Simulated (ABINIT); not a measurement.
# SiC (P6_3mc): G0W0 with ABINIT, start to end

How does a plane-wave GW calculation on SiC (P6_3mc) run from the first input to the gap?

Calculated with ABINIT 10.8.3; PBE and many-body steps on it, plane waves.

**The experiments to reproduce.**

- Gap 3.33 eV: band gap at cryogenic temperature; bulk crystal (literature value) (quoted in “Silicon carbide diodes for neutron detection”, 2020, arxiv:2009.14696).

**1. Starting point**

The structure is hexagonal, space group P6_3mc (No. 186). The conventional cell has a = 3.074 Å, b = 3.074 Å, c = 5.045 Å, α = 90.00°, β = 90.00°, γ = 120.00°. Nearest to Si lie 4 C at 1.88 to 1.90 Å. Nearest to C lie 4 Si at 1.88 to 1.90 Å. Farther neighbours are not listed.

Structure file:

```cif
data_structure
_symmetry_space_group_name_H-M 'P6_3mc'
_symmetry_Int_Tables_number 186
_cell_length_a 3.0735
_cell_length_b 3.0735
_cell_length_c 5.0452
_cell_angle_alpha 90.000
_cell_angle_beta 90.000
_cell_angle_gamma 120.000
_cell_volume 41.27
loop_
_atom_site_label
_atom_site_type_symbol
_atom_site_symmetry_multiplicity
_atom_site_Wyckoff_symbol
_atom_site_fract_x
_atom_site_fract_y
_atom_site_fract_z
_atom_site_occupancy
Si1 Si 2 b 0.33333 0.66667 0.49960 1
C1 C 2 b 0.33333 0.66667 0.87540 1
```

The cell and positions are those that the Materials Project relaxed with its own functionals (PBE, PBE+U or r2SCAN), kept fixed.

**2. Ground state**

This step: ABINIT 10.8.3; DFT, PBE, plane waves, norm-conserving pseudopotentials.

The ground-state density comes first.

File run.abi:

```
acell 3*1.0 Angstrom
rprim 
  3.073513928196 0.000000000001 0.000000000000
  -1.536756964099 2.661741140703 0.000000000000
  0.000000000000 0.000000000000 5.045247710000
ntypat 2
znucl 14 6
natom 4
typat 1 1 2 2
xred 
  0.333333333333 0.666666666667 0.499602400000
  0.666666666667 0.333333333333 0.999602400000
  0.333333333333 0.666666666667 0.875397600000
  0.666666666667 0.333333333333 0.375397600000
pp_dirpath "pseudos"
pseudos "Si.upf, C.upf"
ecut 37
ngkpt 6 6 4
nshiftk 1
shiftk 0 0 0
kptopt 1
chksymbreak 0
nband 14
occopt 1
tolvrs 1e-10
nstep 60
prtwf 0
optforces 0
optstress 0
indata_prefix "in"
outdata_prefix "out"
tmpdata_prefix "tmp"
```

Launch:

```console
> OMP_NUM_THREADS=1 mpirun -n 4 abinit run.abi > log
```

Numbers of over 12 decimals in the logs are rounded to 6 here.

What it wrote:

```text
.Version 10.8.3 of ABINIT. v10.8.2 released Aug 2026.

 Symmetries : space group P6_3 m c (#186); Bravais hP (primitive hexag.)
================================================================================
 Values of the parameters that define the memory need of the present run
     intxc =       0    ionmov =       0      iscf =       7    lmnmax =       6
     lnmax =       6     mgfft =      54  mpssoang =       3    mqgrid =    3001
     natom =       4  nloc_mem =       1    nspden =       1   nspinor =       1
    nsppol =       1      nsym =      12    n1xccc =    2501    ntypat =       2
    occopt =       1   xclevel =       2
-    mband =          14        mffmem =           1         mkmem =           6
       mpw =        3015          nfft =       55296          nkpt =          21
================================================================================
  Rough estimation (10% accuracy) of disk space for files :
================================================================================

--------------------------------------------------------------------------------
------------- Echo of variables that govern the present computation ------------
--------------------------------------------------------------------------------
 -outvars: echo values of preprocessed input variables --------
            acell      1.8897261259E+00  1.8897261259E+00  1.8897261259E+00 Bohr

      chksymbreak           0
             ecut      3.70000000E+01 Hartree
-          fftalg         312

              ixc     -101130
              kpt      0.00000000E+00  0.00000000E+00  0.00000000E+00
                       1.66666667E-01  0.00000000E+00  0.00000000E+00
                       3.33333333E-01  0.00000000E+00  0.00000000E+00
                       5.00000000E-01  0.00000000E+00  0.00000000E+00
                       1.66666667E-01  1.66666667E-01  0.00000000E+00
                       3.33333333E-01  1.66666667E-01  0.00000000E+00
                       3.33333333E-01  3.33333333E-01  0.00000000E+00
                       0.00000000E+00  0.00000000E+00  2.50000000E-01
                       1.66666667E-01  0.00000000E+00  2.50000000E-01
   [... 10 further rows ...]
                       3.33333333E-01  1.66666667E-01  5.00000000E-01
                       3.33333333E-01  3.33333333E-01  5.00000000E-01
         kptrlatt        6    0    0      0    6    0      0    0    4
          kptrlen      3.48485974E+01
P           mkmem           6
            natom           4
            nband          14
            ngfft          32      32      54
             nkpt          21
            nstep          60
             nsym          12
           ntypat           2
              occ      2.000000  2.000000  2.000000  2.000000  2.000000  2.000000
                       2.000000  2.000000  0.000000  0.000000  0.000000  0.000000
                       0.000000  0.000000
        optforces           0
        optstress           0
            prtwf           0
            rprim      3.0735139282E+00  1.0000000000E-12  0.0000000000E+00
[...]
spgroup         186

           tolvrs      1.00000000E-10

             xred      3.3333333333E-01  6.6666666667E-01  4.9960240000E-01
[...]
znucl       14.00000    6.00000

================================================================================

 chkinp: Checking input parameters for consistency.

================================================================================
== DATASET  1 ==================================================================
-   mpi_nproc: 4, omp_nthreads: 1 (-1 if OMP is not activated)

--- !DatasetInfo
iteration_state: {dtset: 1, }
dimensions: {natom: 4, nkpt: 21, mband: 14, nsppol: 1, nspinor: 1, nspden: 1, mpw: 3015, }
cutoff_energies: {ecut:  37.0, pawecutdg:  -1.0, }
electrons: {nelect:   1.60000000E+01, charge:   0.00000000E+00, occopt:   1.00000000E+00, tsmear:   1.00000000E-02, }

 Real(R)+Recip(G) space primitive vectors, cartesian coordinates (Bohr,Bohr^-1):
 R(1)=  5.8080996  0.0000000  0.0000000  G(1)=  0.1721734  0.0994043  0.0000000
 R(2)= -2.9040498  5.0299618  0.0000000  G(2)=  0.0000000  0.1988087  0.0000000
 R(3)=  0.0000000  0.0000000  9.5341364  G(3)=  0.0000000  0.0000000  0.1048863
 Unit cell volume ucvol=  2.7853521E+02 bohr^3
 Angles (23,13,12)=  9.00000000E+01  9.00000000E+01  1.20000000E+02 degrees

 getcut: wavevector=  0.0000  0.0000  0.0000  ngfft=  32  32  54
         ecut(hartree)=     37.000   => boxcut(ratio)=   2.01210

--- Pseudopotential description ------------------------------------------------
- Si Generated using ONCVPSP code by D. R. Hamann
- 14.00000   4.00000  171031                  znucl, zion, pspdat
12 -101130 2 -1 1510                          pspcod,pspxc,lmax,lloc,mmax
     nproj     2     2     2
  pspatm : epsatm=    9.34321561
         --- l  ekb(1:nproj) -->
[...]
pspatm: atomic psp has been read  and splines computed

- C Generated using ONCVPSP code by D. R. Hamann
-  6.00000   4.00000  171031                  znucl, zion, pspdat
12 -101130 1 -1 1248                          pspcod,pspxc,lmax,lloc,mmax
     nproj     2     2     0
  pspatm : epsatm=    4.31346680
         --- l  ekb(1:nproj) -->
[...]
pspatm: atomic psp has been read  and splines computed

   4.37013837E+02                                ecore*ucvol(ha*bohr**3)
--------------------------------------------------------------------------------

_setup2: Arith. and geom. avg. npw (full set) are    2994.063    2994.045

================================================================================

--- !BeginCycle
iteration_state: {dtset: 1, }
solver: {iscf: 7, nstep: 60, nline: 4, wfoptalg: 0, }
tolerances: {tolvrs: 1.00E-10, }

     iter   Etot(hartree)      deltaE(h)  residm     vres2
 ETOT  1  -20.336975920391    -2.034E+01 4.347E-02 5.934E+02
 ETOT  2  -20.462691230986    -1.257E-01 2.563E-02 2.485E+02
 ETOT  3  -20.538605009084    -7.591E-02 1.717E-02 1.887E-01
 ETOT  4  -20.538735445157    -1.304E-04 2.833E-03 8.735E-03
 ETOT  5  -20.538736809254    -1.364E-06 1.356E-03 3.124E-04
 ETOT  6  -20.538736838261    -2.901E-08 1.084E-03 3.211E-06
 ETOT  7  -20.538736838889    -6.275E-10 1.046E-03 8.042E-08
 ETOT  8  -20.538736838896    -7.798E-12 5.613E-04 2.603E-09
 ETOT  9  -20.538736838896    -3.908E-14 4.430E-04 4.650E-11

 At SCF step    9       vres2   =  4.65E-11 < tolvrs=  1.00E-10 =>converged.

--- !ResultsGS
iteration_state: {dtset: 1, }
comment   : Summary of ground state results
lattice_vectors:
- [  5.8080996,   0.0000000,   0.0000000, ]
- [ -2.9040498,   5.0299618,   0.0000000, ]
- [  0.0000000,   0.0000000,   9.5341364, ]
lattice_lengths: [   5.80810,    5.80810,    9.53414, ]
lattice_angles: [ 90.000,  90.000, 120.000, ] # degrees, (23, 13, 12)
lattice_volume:   2.7853521E+02
convergence: {deltae: -3.908E-14, res2:  4.650E-11, residm:  4.430E-04, diffor:  0.000E+00, }
etotal    :  -2.05387368E+01
entropy   :   0.00000000E+00
fermie    :   2.57677472E-01
cartesian_stress_tensor: null
pressure_GPa: null
xred      :
- [  3.3333E-01,   6.6667E-01,   4.9960E-01, Si]
- [  6.6667E-01,   3.3333E-01,   9.9960E-01, Si]
- [  3.3333E-01,   6.6667E-01,   8.7540E-01,  C]
- [  6.6667E-01,   3.3333E-01,   3.7540E-01,  C]
cartesian_forces: null
force_length_stats: {min: null, max: null, mean: null, }

 Integrated electronic density in atomic spheres:
 ------------------------------------------------
 Atom  Sphere_radius  Integrated_density
[...]
4        2.00000          4.24712568
================================================================================

 ----iterations are completed or convergence reached----

 Mean square residual over all n,k,spin=   19.529E-07; max=  44.295E-05
 reduced coordinates (array xred) for    4 atoms
       0.333333333333      0.666666666667      0.499602400000
       0.666666666667      0.333333333333      0.999602400000
       0.333333333333      0.666666666667      0.875397600000
       0.666666666667      0.333333333333      0.375397600000
 rms dE/dt=  0.0000E+00; max dE/dt=  0.0000E+00; dE/dt below (all hartree)
    1       0.000000000000      0.000000000000      0.000000000000
    2       0.000000000000      0.000000000000      0.000000000000
    3       0.000000000000      0.000000000000      0.000000000000
    4       0.000000000000      0.000000000000      0.000000000000

 cartesian coordinates (angstrom) at end:
    1     -6.7e-13     1.774494     2.520618
    2      1.536757     0.887247     5.043242
    3     -6.7e-13     1.774494     4.416598
    4      1.536757     0.887247     1.893974
 length scales=  1.889726125908  1.889726125908  1.889726125908 bohr
              =  1.000000000000  1.000000000000  1.000000000000 angstroms
 prteigrs : about to open file out_EIG
 Fermi (or HOMO) energy (hartree) =   0.25768   Average Vxc (hartree)=  -0.41505
 Eigenvalues (hartree) for nkpt=  21  k points:
 kpt#   1, nband= 14, wtk=  0.00694, kpt=  0.0000  0.0000  0.0000 (reduced coord)
  -0.31539   -0.18408   -0.06281    0.20921    0.20921    0.25351    0.25768    0.25768
   0.43483    0.48624    0.50324    0.50324    0.54293    0.58732
 prteigrs : prtvol=0 or 1, do not print more k-points.

--- !EnergyTerms
iteration_state     : {dtset: 1, }
comment             : Components of total free energy in Hartree
kinetic             :  1.18020030824741E+01
hartree             :  2.36725794100533E+00
xc                  : -7.56510193927837E+00
Ewald energy        : -2.09193919204293E+01
psp_core            :  1.56897162498227E+00
local_psp           : -8.30958140661875E+00
non_local_psp       :  5.17105778968316E-01
total_energy        : -2.05387368388965E+01
total_energy_eV     : -5.58887501127770E+02
band_energy         :  5.66994619610309E-01

== END DATASET(S) ==============================================================
================================================================================

 -outvars: echo values of variables after computation  --------
           etotal     -2.0538736839E+01
            nband          14
             nkpt          21
          spgroup         186
 [... the other variables as echoed above ...]

 Calculation completed.
```

Elapsed: 8 s, on 4 MPI ranks of Arm Neoverse V1, shared host; peak memory 0.28 GiB.

Numbers from this step:

```yaml
total_energy: -558.8875 eV
gap: 2.275 eV
k_of_the_valence_top: 0, 0, 0
k_of_the_conduction_bottom: 0.3333, 0.3333, 0
least_direct_gap: 3.985 eV
```

The gap is indirect, with the least direct gap 1.71 eV higher.

[end of part 1 of 3]

[Paths, hosts, dates, memory and timing lines, banners, echoed tables and standing remarks are left out of the program output.]

[Logs are printed without paths, hosts, clocks, repeated set-up lines and the standing remarks that a program may print on its own settings, such as how far it seeks lower states.]

[Runs of the session that timed out or met a known fault of the program may be left out.]

[Hosts, paths, dates, database ids (printed as entryN), source tags and the programs' standing remarks are cut or masked in the printed files.]

[G0W0 gaps are taken among the corrected bands and points alone; a level outside them can change the order at an edge.]

[Where Ansatz stands beside ABINIT at settings called matched, ABINIT's density can come from a denser mesh and the files from another edition; pairs whose starting gaps differed by over 0.03 eV were left out, so agreement reads better than it is.]
